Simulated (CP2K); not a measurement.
Nitrosooxirane has these distinct O atoms: O1 (bonded to N) and O5 (bonded to 2 C).

```xyz
8

O     2.3608   -0.5611   -0.0507
N     1.1938   -0.9259   -0.1625
C     0.2488    0.0215    0.4266
C    -0.9598    0.2645   -0.4039
O    -1.0163   -0.5593    0.7707
H     0.6657    0.7845    1.0933
H    -1.0633   -0.2724   -1.3499
H    -1.4296    1.2482   -0.3236
```

Their partial O K spectra (CP2K XAS_TDP, all-electron GAPW, PBEh(45%), aug-cc-pVDZ, TDA, GW2X-corrected core level, no relativity) are given in random order, each times the number of alike atoms.

Gaussian full width 0.5 eV, oscillator strength per eV, alike atoms added, rows of zeros left out:

```csv
E (eV),curve 1,curve 2
530.50,0.000,0.011
530.75,0.000,0.065
531.00,0.000,0.097
531.25,0.000,0.036
531.50,0.000,0.003
533.75,0.007,0.000
534.00,0.031,0.000
534.25,0.034,0.000
534.50,0.009,0.000
534.75,0.001,0.000
535.50,0.005,0.000
535.75,0.039,0.000
536.00,0.072,0.000
536.25,0.034,0.000
536.50,0.004,0.000
536.75,0.001,0.000
537.00,0.014,0.000
537.25,0.039,0.000
537.50,0.029,0.000
537.75,0.010,0.000
538.00,0.004,0.000
538.25,0.001,0.000
538.50,0.002,0.000
538.75,0.003,0.002
539.00,0.003,0.002
539.25,0.014,0.004
539.50,0.028,0.009
539.75,0.020,0.008
540.00,0.013,0.004
540.25,0.017,0.002
540.50,0.017,0.005
540.75,0.009,0.009
541.00,0.003,0.018
541.25,0.001,0.036
541.50,0.001,0.040
541.75,0.001,0.025
542.00,0.002,0.021
542.25,0.006,0.018
542.50,0.008,0.016
542.75,0.006,0.011
543.00,0.005,0.006
543.25,0.008,0.010
543.50,0.013,0.015
543.75,0.010,0.012
544.00,0.005,0.010
544.25,0.005,0.008
544.50,0.010,0.009
544.75,0.012,0.007
```

**Question.** Which curve belongs to which atom?

Curve 1: O5 (bonded to 2 C), leading line at 534.14 eV (f = 0.021 an atom), ionisation energy 539.38 eV, term value 5.24 eV. Curve 2: O1 (bonded to N), leading line at 530.95 eV (f = 0.053 an atom), ionisation energy 540.45 eV, term value 9.50 eV. The leading line of an atom is its first one with 35 % of the strongest within 2.5 eV of its lowest line over the strength cut. A line lies at the core ionisation energy, which rises as an atom loses charge to its neighbours or to a π system, less the term value, which is large for a low π* or σ* orbital with weight on that atom.

[Banner, clock and machine lines of the logs are left out without a mark of their own.]

[Logs are printed without paths, hosts, clocks, repeated set-up lines and the standing remarks that a program may print on its own settings, such as how far it seeks lower states.]

[Hosts, paths, dates, database ids (printed as entryN), source tags and the programs' standing remarks are cut or masked in the printed files.]
